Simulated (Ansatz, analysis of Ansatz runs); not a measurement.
# Migration in Na2CdCl4 (Pbam): V_Na hop (3.9 Å), charge −1

Aim: the barrier of one jump in Na2CdCl4 (Pbam) at charge −1: V_Na hop (3.9 Å). The model is a cell of 28 host atoms with 1 Na taken out; Na is the atom that moves.

Main program and level: Ansatz 0.2.0; plane-wave PAW DFT, PBEsol; nudged elastic band between two relaxed defect structures at fixed charge in a uniform background.

### 1. Set-up

The cell holds 27 atoms: 7 Na, 4 Cd and 16 Cl. Cell: a = 6.983 Å, b = 11.869 Å, c = 7.833 Å, α = 90.0°, β = 90.0°, γ = 90.0°. It derives from Na2CdCl4 (space group Pbam). Nearest the centre at fractional (0.912, 0.317, 0.500): Na15 at 1.96 Å, Cl22 at 2.01 Å, Cl24 at 2.02 Å, Cl7 at 3.51 Å, Cl21 at 3.51 Å, Cl20 at 3.53 Å, Cl6 at 3.53 Å, Cd18 at 3.60 Å. The cell carries charge −1.

The cell's shortest repeat is 7.0 Å.

### 2. Relaxation of the start point, charge −1

The ends come first: from an unrelaxed start the top is counted from too high an energy, and the barrier comes out too low. Small random displacements break the symmetry of the ideal sites, so that the defect can distort if it gains by it. The charge of −1 is set by the electron count, and a uniform background keeps the cell neutral.

qm1.start/input.yaml

```yaml
crystal:
  lattice:
    - [6.98281772, 0.0, 0.0]
    - [0.0, 11.86862037, 0.0]
    - [0.0, 0.0, 7.83297966]
  atoms:
    - { symbol: Na, position: [0.08897747, 0.68280317, 0.25] }
    - { symbol: Na, position: [0.41102253, 0.18280317, 0.25] }
    - { symbol: Na, position: [0.58897747, 0.81719683, 0.25] }
    - { symbol: Cd, position: [0.5, 0.5, 0.0] }
    - { symbol: Cd, position: [0.0, 0.0, 0.0] }
    - { symbol: Cl, position: [0.74561492, 0.54390282, 0.25] }
    - { symbol: Cl, position: [0.25438508, 0.45609718, 0.25] }
    - { symbol: Cl, position: [0.12498427, 0.20381616, 0.0] }
    - { symbol: Cl, position: [0.87501573, 0.79618384, 0.0] }
    - { symbol: Cl, position: [0.62498427, 0.29618384, 0.0] }
    - { symbol: Cl, position: [0.37501573, 0.70381616, 0.0] }
    - { symbol: Cl, position: [0.24561492, 0.95609718, 0.25] }
    - { symbol: Cl, position: [0.75438508, 0.04390282, 0.25] }
    - { symbol: Na, position: [0.08897747, 0.68280317, 0.75] }
    - { symbol: Na, position: [0.91102253, 0.31719683, 0.75] }
    - { symbol: Na, position: [0.41102253, 0.18280317, 0.75] }
    - { symbol: Na, position: [0.58897747, 0.81719683, 0.75] }
    - { symbol: Cd, position: [0.5, 0.5, 0.5] }
    - { symbol: Cd, position: [0.0, 0.0, 0.5] }
    - { symbol: Cl, position: [0.74561492, 0.54390282, 0.75] }
    - { symbol: Cl, position: [0.25438508, 0.45609718, 0.75] }
    - { symbol: Cl, position: [0.12498427, 0.20381616, 0.5] }
    - { symbol: Cl, position: [0.87501573, 0.79618384, 0.5] }
    - { symbol: Cl, position: [0.62498427, 0.29618384, 0.5] }
    - { symbol: Cl, position: [0.37501573, 0.70381616, 0.5] }
    - { symbol: Cl, position: [0.24561492, 0.95609718, 0.75] }
    - { symbol: Cl, position: [0.75438508, 0.04390282, 0.75] }
total_charge: -1
basis:
  ecutwfc: 420
  xc_grid: 2
hamiltonian:
  xc: pbesol
kpoints:
  mp_grid: { grid: [1, 1, 1], shift: [0.25, 0.25, 0.25] }
scf:
  occupations: { method: fixed }
  max_iter: 100
output:
  forces: true
relax:
  f_tol: 0.015
  max_steps: 70
  random_displacement: { amplitude: 0.03, seed: 3476 }
```

On the command line:

```bash
$ ansatz run input.yaml --threads 4 --pin off --max-ram 7536MiB --backend cpu --events-out ev --progress --plain --runs-dir out
```

Numbers of over 12 decimals in the logs are rounded to 6 here.

The program printed:

```text
[... repeated set-up lines and file paths are left out, and long positions are rounded to six places ...]
The last accepted step is kept in <dir> (removed where the run ends without a failure and the disk answers)
Engine: ansatz 0.2.0, aarch64-unknown-linux-gnu
Pseudopotentials: kind: paw
Pseudopotential: Na, paw, valence charge 9, recommended cutoff 420 eV (normal), Na.paw.azcp
Pseudopotential: Cd, paw, valence charge 20, recommended cutoff 420 eV (normal), Cd.paw.azcp
Pseudopotential: Cl, paw, valence charge 7, recommended cutoff 420 eV (normal), Cl.paw.azcp
Functional definition: PBEsol
  exchange = pbesol_x
  correlation = pbesol_c
Crystal: 27 atoms, lattice volume = 649.169 Å³
Basis set: ecut = 420 eV, 12703 PW (Γ), exchange–correlation on 96×160×108 points (8 copies of the dense FFT grid, shifted against one another)
Bands: 155, of which v1, the nominal top of the filled ones, is band 128 counted from 1 (127 counted from 0)
Symmetry: 1 space group operations
k-points: 1
Non-local potential: Na, projectors of the file, l = 0: 3, l = 1: 2, l = 2: 1
Non-local potential: Cd, projectors of the file, l = 0: 3, l = 1: 2, l = 2: 2, l = 3: 1
Non-local potential: Cl, projectors of the file, l = 0: 2, l = 1: 2, l = 2: 2
PAW form: soft (Blöchl's): semilocal exchange-correlation on the pseudo side does not see the compensation charge
PAW frozen core: Na, regenerated for the run's functional, and the local potential with it (the file was generated under x = pbe(κ = 0.804, μ = 0.219515), c = pbe(β = 0.066725))
PAW frozen core: Cd, regenerated for the run's functional, and the local potential with it (the file was generated under x = pbe(κ = 0.804, μ = 0.219515), c = pbe(β = 0.066725))
PAW frozen core: Cl, regenerated for the run's functional, and the local potential with it (the file was generated under x = pbe(κ = 0.804, μ = 0.219515), c = pbe(β = 0.066725))
PAW one-centre angular grid: Na, 110 points (default); XC on 64 Gauss nodes
PAW one-centre angular grid: Cd, 590 points (default); XC on 64 Gauss nodes
PAW one-centre angular grid: Cl, 110 points (default); XC on 64 Gauss nodes
Initial density: superposition of atomic densities (neutral atoms scaled as one to the charged cell's electrons: chi_scale 0, normalization atom), corrected by the library's trained network
Initial wavefunctions: pseudopotential atomic-orbital guess
Functional: x = pbesol(κ = 0.804, μ = 0.123457), c = pbesol(β = 0.046)
SCF iter   1: F=—  HF=-60075.436353 eV  |F-HF|=—  |Δ(HF+E_count)|=         —  Δρ=1.41e-2  dr2=1.27e0  ethr=1.77e-3  ⟨swp⟩=5.0  Hψ=457  notcnv=0  defer=24
preconditioner: auto → Resta (q_TF=auto, 2.336 Å⁻¹)  ε∞=2.9  [insulator: Δε(μ)=4.396 eV  Ē_g=15.338 eV  n_scr=136 (ndim 8)  ℏωp=21.1 eV  f_vac=0.102  ε∞_Penn≈2.9]
SCF iter   2: F=—  HF=-60074.983888 eV  |F-HF|=—  |Δ(HF+E_count)|=   4.52e-1  Δρ=3.10e-3  dr2=8.11e-2  ethr=4.97e-4  ⟨swp⟩=3.0  Hψ=300  notcnv=0  defer=25
SCF iter   3: F=—  HF=-60074.962395 eV  |F-HF|=—  |Δ(HF+E_count)|=   2.15e-2  Δρ=1.23e-3  dr2=1.37e-2  ethr=3.17e-5  ⟨swp⟩=3.0  Hψ=246  notcnv=0  defer=25
SCF iter   4: F=—  HF=-60074.961252 eV  |F-HF|=—  |Δ(HF+E_count)|=   1.14e-3  Δρ=3.08e-4  dr2=7.94e-4  ethr=5.34e-6  ⟨swp⟩=2.0  Hψ=202  notcnv=0  defer=25
SCF iter   5: F=—  HF=-60074.961907 eV  |F-HF|=—  |Δ(HF+E_count)|=   6.55e-4  Δρ=9.72e-5  dr2=6.73e-5  ethr=3.10e-7  ⟨swp⟩=2.0  Hψ=260  notcnv=0  defer=25
SCF iter   6: F=—  HF=-60074.962040 eV  |F-HF|=—  |Δ(HF+E_count)|=   1.33e-4  Δρ=2.86e-5  dr2=5.67e-6  ethr=2.63e-8  ⟨swp⟩=2.0  Hψ=244  notcnv=0  defer=25
SCF iter   7: F=-60074.962055 eV  HF=-60074.962053 eV  |F-HF|=2.27e-6  |Δ(HF+E_count)|=   1.28e-5  Δρ=8.68e-6  dr2=8.74e-7  ethr=2.20e-9  ⟨swp⟩=4.0  Hψ=426  notcnv=0
SCF 1 converged in 7 iterations: F = -60074.962055 eV  dr2 = 8.74e-7
  greatest PAW one-centre occupation: 1.000 electrons in one spin orbital (limit 2), on the Cd atom at site 4 (counted from 0), in its partial waves of l = 0
relax step   1: F+E_penalty+E_count = -60074.96205544 eV  Δ(F+E_penalty+E_count) = +0.000e0 eV  max|allowed force component| = 5.132e-1 eV/Å  Δτ_max = 0.0000 Å  (7 SCF iters, dr2 threshold 5.63e-6 eV, accepted)
[... the SCF cycles and remarks between the steps are left out from here to the last step ...]
relax step   2: F+E_penalty+E_count = -60075.10425873 eV  Δ(F+E_penalty+E_count) = -1.422e-1 eV  max|allowed force component| = 1.024e-1 eV/Å  Δτ_max = 0.1949 Å  (5 SCF iters, dr2 threshold 1.65e-5 eV, accepted)
relax step   3: F+E_penalty+E_count = -60075.11539426 eV  Δ(F+E_penalty+E_count) = -1.114e-2 eV  max|allowed force component| = 5.506e-2 eV/Å  Δτ_max = 0.0350 Å  (6 SCF iters, dr2 threshold 6.55e-7 eV, accepted)
relax step   4: F+E_penalty+E_count = -60075.11917933 eV  Δ(F+E_penalty+E_count) = -3.785e-3 eV  max|allowed force component| = 3.408e-2 eV/Å  Δτ_max = 0.0447 Å  (7 SCF iters, accepted)
relax step   5: F+E_penalty+E_count = -60075.12111630 eV  Δ(F+E_penalty+E_count) = -1.937e-3 eV  max|allowed force component| = 1.503e-2 eV/Å  Δτ_max = 0.0369 Å  (6 SCF iters, dr2 threshold 3.36e-7 eV, accepted)
relax step   6: F+E_penalty+E_count = -60075.12169143 eV  Δ(F+E_penalty+E_count) = -5.751e-4 eV  max|allowed force component| = 1.723e-2 eV/Å  Δτ_max = 0.0460 Å  (6 SCF iters, accepted)
relax step   7: F+E_penalty+E_count = -60075.12158069 eV  Δ(F+E_penalty+E_count) = +1.107e-4 eV  max|allowed force component| = 2.567e-2 eV/Å  Δτ_max = 0.0287 Å  (6 SCF iters, rejected (line search))
SCF iter   1: F=—  HF=-60075.123301 eV  |F-HF|=—  |Δ(HF+E_count)|=         —  Δρ=8.31e-4  dr2=3.36e-3  ethr=1.41e-5  ⟨swp⟩=5.0  Hψ=277  notcnv=0  defer=25
SCF iter   2: F=—  HF=-60075.122092 eV  |F-HF|=—  |Δ(HF+E_count)|=   1.21e-3  Δρ=3.86e-4  dr2=6.23e-4  ethr=1.31e-6  ⟨swp⟩=2.0  Hψ=216  notcnv=0  defer=25
SCF iter   3: F=—  HF=-60075.121902 eV  |F-HF|=—  |Δ(HF+E_count)|=   1.90e-4  Δρ=6.95e-5  dr2=2.86e-5  ethr=2.43e-7  ⟨swp⟩=2.0  Hψ=201  notcnv=0  defer=23
SCF iter   4: F=—  HF=-60075.122158 eV  |F-HF|=—  |Δ(HF+E_count)|=   2.56e-4  Δρ=1.28e-5  dr2=1.23e-6  ethr=1.12e-8  ⟨swp⟩=2.0  Hψ=237  notcnv=0  defer=23
SCF iter   5: F=—  HF=-60075.122158 eV  |F-HF|=—  |Δ(HF+E_count)|=   1.55e-7  Δρ=4.40e-6  dr2=1.36e-7  ethr=3.91e-11  ⟨swp⟩=4.0  Hψ=508  notcnv=0
SCF iter   6: F=-60075.122158 eV  HF=-60075.122158 eV  |F-HF|=5.36e-9  |Δ(HF+E_count)|=   8.78e-8  Δρ=1.79e-6  dr2=1.95e-8  ethr=3.91e-11  ⟨swp⟩=4.0  Hψ=455  notcnv=0
SCF 8 converged in 6 iterations: F = -60075.122158 eV  dr2 = 1.95e-8
relax step   8: F+E_penalty+E_count = -60075.12215808 eV  Δ(F+E_penalty+E_count) = -4.667e-4 eV  max|allowed force component| = 4.761e-3 eV/Å  Δτ_max = 0.0143 Å  (6 SCF iters, accepted)
SCF converged after 6 iterations
Free energy (F): -60075.122158 eV
Harris-Foulkes:  -60075.122158 eV  (|F-HF|=5.36e-9)
Internal energy: -60075.122158 eV  (E = F + TS)
E sigma→0 (E₀):  -60075.122158 eV
Fermi energy:    2.447588 eV
--- Per-component energies (eV) ---
  E_band       = -4012.412723
  E_kinetic    = 5452.818204
  E_local      = -31929.495854  (includes V_loc(G=0)·N_el)
  E_nonlocal   = 1430.310351
  E_hartree    = 13308.694438
  E_xc         = -2673.272308
  E_vxc        = -3182.868611  (∫ρ·V_xc dr)
  E_paw        = -28106.663965  (= ΣΔE_a)
  E_vpaw       = -2400.566852  (= ΣTr[D̂ρ^β])
  E_aug_tail   = 0.001400  (compensation charges beyond the density's cutoff)
  E_ewald      = -17560.520034
  E_core_change = 3.005609  (= ΣΔE_core)
  E_smearing   = -0.000000  (= −TS)
  E_closure    = -0.000000  (closes the sum)
  E_deformation_potential = -10.399640  (in the stress; not in F)
  Σ components = -60075.122158   (vs F -60075.122158, Δ=0.00e0)
--- Forces (eV/Å), atoms counted from 1 ---
  atom   1  Na    -0.00178467    -0.00014103    -0.00033550
  atom   2  Na    -0.00194290     0.00198420     0.00035943
  atom   3  Na     0.00192076    -0.00220372    -0.00003897
  atom   4  Cd    -0.00057441     0.00476303     0.00192542
  atom   5  Cd     0.00080820    -0.00198929     0.00050879
  atom   6  Cl    -0.00057679    -0.00052343     0.00052268
  atom   7  Cl    -0.00055227    -0.00115899    -0.00056633
  atom   8  Cl     0.00053020    -0.00015353    -0.00001863
  atom   9  Cl     0.00034925     0.00086604    -0.00079568
  atom  10  Cl     0.00031085    -0.00094418     0.00054255
  atom  11  Cl     0.00025888    -0.00096554    -0.00014653
  atom  12  Cl     0.00119875     0.00153761    -0.00064962
  atom  13  Cl     0.00023538     0.00059301     0.00020624
  atom  14  Na     0.00079813    -0.00043903     0.00038441
  atom  15  Na    -0.00120908    -0.00084688    -0.00049787
  atom  16  Na     0.00091795    -0.00220832    -0.00008201
  atom  17  Na     0.00004467    -0.00038191     0.00012776
  atom  18  Cd    -0.00229339     0.00309682    -0.00139664
  atom  19  Cd    -0.00004033    -0.00173653    -0.00025655
  atom  20  Cl     0.00046707    -0.00068050     0.00012053
  atom  21  Cl    -0.00001710     0.00069697    -0.00021400
  atom  22  Cl     0.00032875    -0.00035966     0.00018134
  atom  23  Cl     0.00043892     0.00037670     0.00068322
  atom  24  Cl     0.00075105    -0.00075421    -0.00013029
  atom  25  Cl     0.00053517    -0.00032764    -0.00006075
  atom  26  Cl    -0.00080356     0.00087569    -0.00054732
  atom  27  Cl    -0.00007796     0.00108123     0.00018061
  max |Σ_I F_I| component: 5.69e-5 eV/Å
--- Relaxed structure (8 steps of the walk, 7 accepted, 0 SCFs on fresh bases) ---
  F+E_penalty+E_count = -60075.12215808 eV   max|allowed force component| = 4.761e-3 eV/Å
  atoms:
    - { symbol: Na, position: [0.090225, 0.677479, 0.249384] }
    - { symbol: Na, position: [0.398735, 0.205031, 0.249784] }
    - { symbol: Na, position: [0.593235, 0.809976, 0.249429] }
    - { symbol: Cd, position: [0.503992, 0.497117, 0.002795] }
    - { symbol: Cd, position: [-0.002996, 0.002284, 0.002738] }
    - { symbol: Cl, position: [0.738437, 0.558085, 0.248661] }
    - { symbol: Cl, position: [0.260070, 0.455924, 0.250705] }
    - { symbol: Cl, position: [0.125733, 0.199854, -0.007910] }
    - { symbol: Cl, position: [0.878398, 0.795225, -0.001854] }
    - { symbol: Cl, position: [0.621435, 0.296100, -0.008616] }
    - { symbol: Cl, position: [0.375060, 0.703898, -0.000954] }
    - { symbol: Cl, position: [0.243740, 0.953905, 0.249092] }
    - { symbol: Cl, position: [0.744821, 0.034492, 0.250357] }
    - { symbol: Na, position: [0.092836, 0.685613, 0.749374] }
    - { symbol: Na, position: [0.912982, 0.319748, 0.749832] }
    - { symbol: Na, position: [0.409632, 0.180301, 0.749734] }
    - { symbol: Na, position: [0.590400, 0.814426, 0.749433] }
    - { symbol: Cd, position: [0.504529, 0.497280, 0.496674] }
    - { symbol: Cd, position: [-0.002787, 0.002255, 0.496711] }
    - { symbol: Cl, position: [0.744803, 0.548857, 0.748747] }
    - { symbol: Cl, position: [0.251782, 0.462239, 0.750718] }
    - { symbol: Cl, position: [0.125684, 0.199866, 0.507892] }
    - { symbol: Cl, position: [0.878366, 0.795161, 0.500256] }
    - { symbol: Cl, position: [0.621468, 0.296084, 0.507626] }
    - { symbol: Cl, position: [0.375076, 0.703851, 0.500239] }
    - { symbol: Cl, position: [0.240740, 0.948501, 0.749089] }
    - { symbol: Cl, position: [0.747220, 0.037557, 0.750240] }
```

The job ended after 89 s (4 threads of Arm Neoverse N1, shared host; peak memory 0.83 GiB; 2.8 min of CPU time).

Relaxation path:

```
step  energy less that of the first step (eV)  largest force component (eV/Å)
   1                                   0.0000                          0.5132
   2                                  -0.1422                          0.1024
   3                                  -0.1533                          0.0551
   4                                  -0.1571                          0.0341
   5                                  -0.1591                          0.0150
   6                                  -0.1596                          0.0172
   7                                  -0.1595                          0.0257
   8                                  -0.1601                          0.0048
```

Relaxation step 7 was tried and not accepted.

The atoms that moved most (Å, from the sites as typed, ahead of the random displacement, the mean shift of all atoms taken out):

| atom | dx | dy | dz | length |
| --- | --- | --- | --- | --- |
| Na2 | -0.079 | 0.265 | 0.001 | 0.276 |
| Cl6 | -0.044 | 0.169 | -0.008 | 0.175 |
| Cl13 | -0.060 | -0.111 | 0.006 | 0.126 |
| Cl26 | -0.027 | -0.089 | -0.004 | 0.094 |
| Na3 | 0.036 | -0.085 | -0.002 | 0.092 |
| Cl27 | -0.043 | -0.075 | 0.005 | 0.086 |
| Cl22 | 0.011 | -0.046 | 0.065 | 0.080 |
| Cl8 | 0.012 | -0.046 | -0.059 | 0.076 |

The relaxed structure:

```xyz
27
Lattice="6.9828 0.0000 0.0000 0.0000 11.8686 0.0000 0.0000 0.0000 7.8330" Properties=species:S:1:pos:R:3 pbc="T T T"
Na    0.6300    8.0407    1.9534
Na    2.7843    2.4334    1.9566
Na    4.1425    9.6133    1.9538
Cd    3.5193    5.9001    0.0219
Cd   -0.0209    0.0271    0.0214
Cl    5.1564    6.6237    1.9478
Cl    1.8160    5.4112    1.9638
Cl    0.8780    2.3720   -0.0620
Cl    6.1337    9.4382   -0.0145
Cl    4.3394    3.5143   -0.0675
Cl    2.6190    8.3543   -0.0075
Cl    1.7020   11.3215    1.9511
Cl    5.2009    0.4094    1.9610
Na    0.6483    8.1373    5.8698
Na    6.3752    3.7950    5.8734
Na    2.8604    2.1399    5.8727
Na    4.1227    9.6661    5.8703
Cd    3.5230    5.9020    3.8904
Cd   -0.0195    0.0268    3.8907
Cl    5.2008    6.5142    5.8649
Cl    1.7581    5.4861    5.8804
Cl    0.8776    2.3721    3.9783
Cl    6.1335    9.4375    3.9185
Cl    4.3396    3.5141    3.9762
Cl    2.6191    8.3537    3.9184
Cl    1.6810   11.2574    5.8676
Cl    5.2177    0.4458    5.8766
```

Neighbours of Na15 at the end:

| atom | distance (Å) |
| --- | --- |
| Cl10 | 2.793 |
| Cl24 | 2.797 |
| Cl22 | 2.797 |
| Cl8 | 2.799 |
| Cl21 | 2.908 |
| Cl20 | 2.962 |
| Cl27 | 3.544 |
| Na16 | 3.843 |

Numbers from this step:

```
free energy                                                                                       : -60075.1222 eV
largest move from the ideal geometry of this structure, a common shift of the far atoms taken out : 0.2750 Å
```

The relaxation gained 0.160 eV and ended with a largest force component of 0.0048 eV/Å.

(Part 1 of 3 ends here.)

[Logs are printed without paths, hosts, clocks, repeated set-up lines and the standing remarks that a program may print on its own settings, such as how far it seeks lower states.]

[Hosts, paths, dates, database ids (printed as entryN), source tags and the programs' standing remarks are cut or masked in the printed files.]
